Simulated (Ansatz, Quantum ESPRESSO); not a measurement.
**Equation of state of rock salt TiC**

How stiff is rock salt TiC under hydrostatic load? Each row relaxes cell and atoms at a set pressure. The phase is followed to these pressures whether or not it stays the stable one.

Calculated with Quantum ESPRESSO 7.5, PBEsol, GBRV 1.5 ultrasoft potentials, cutoff 680 eV, Fermi–Dirac smearing 0.05 eV, k-mesh 17×17×17, no spin polarisation, no spin-orbit coupling.

Reference cell, relaxed at zero pressure with PBEsol (Fm-3m): a = 3.0358 Å, b = 3.0358 Å, c = 3.0358 Å, α = 60.00°, β = 60.00°, γ = 60.00°.

```
atom       x       y       z
  Ti  0.0000  0.0000  0.0000
   C  0.5000  0.5000  0.5000
```

| V (Å³/atom) | V/V0 | P (GPa) | E − E0 (meV/atom) |
| --- | --- | --- | --- |
| 10.0461 | 1.0156 | −3.988 | 1.9 |
| 9.7162 | 0.9823 | 4.991 | 2.8 |
| 9.5541 | 0.9659 | 9.985 | 10.3 |
| 9.4036 | 0.9507 | 14.998 | 22.1 |
| 9.0126 | 0.9111 | 29.976 | 76.4 |

V0 = 9.8917 Å³ an atom, where the residual pressure P0 is +0.038 GPa. **Question.** Fit the Birch–Murnaghan law and give the pressure and the energy at V = 9.2648 Å³ an atom, a row left out above.

With the Eulerian strain f = ½[(V0/V)^(2/3) − 1] and F = (P − P0)/[3f(1 + 2f)^(5/2)], the third-order law is the line F = B0 + (3/2) B0 (B′ − 4) f.

| f | F (GPa) |
| --- | --- |
| 0.03201 | 266.99 |
| 0.01716 | 267.16 |
| 0.01171 | 267.22 |
| 0.00600 | 266.95 |
| −0.00514 | 268.11 |

A straight line through the 5 rows: the means are 0.01235 for f and 267.29 for F, Σ(Δx)² = 0.0007563 and ΣΔxΔy = −0.01866, so the slope is −0.01866/0.0007563 = −24.675 and the intercept 267.29 − (−24.675)(0.01235) = 267.59.

Hence B0 = 267.6 GPa and B′ = 4 + (−24.7)/(1.5 × 267.6) = 3.94. For the withheld volume f = 0.02231, F = 267.04 GPa and P = 19.97 GPa. The run itself gives 19.98 GPa, so the estimate misses by 0.01 GPa, a rounding's worth.

Integrating the same law gives E − E0 = (9/2) B0 V0 f²[1 + (B′ − 4) f] + P0(V0 − V), with 1 GPa Å³ = 6.2415 meV: 37.1 meV an atom. The run itself gives 37.2 meV, so the estimate misses by 0.1 meV, a rounding's worth.

The same fit over all rows at other levels or in other programs gives B0 = 268 GPa with PBEsol (Ansatz).

Measured volume: 10.134 Å³ an atom (Acta Chemica Scandinavica A 32 89 1978), so V0 is −2.4 % off. A stiffness follows the volume as d ln B/d ln V = −B′, which moves B0 by about −9 % when it is taken at the measured volume.

The calculation is for a static lattice, while measurements hold thermal and zero-point motion.

[Logs are printed without paths, hosts, clocks, repeated set-up lines and the standing remarks that a program may print on its own settings, such as how far it seeks lower states.]
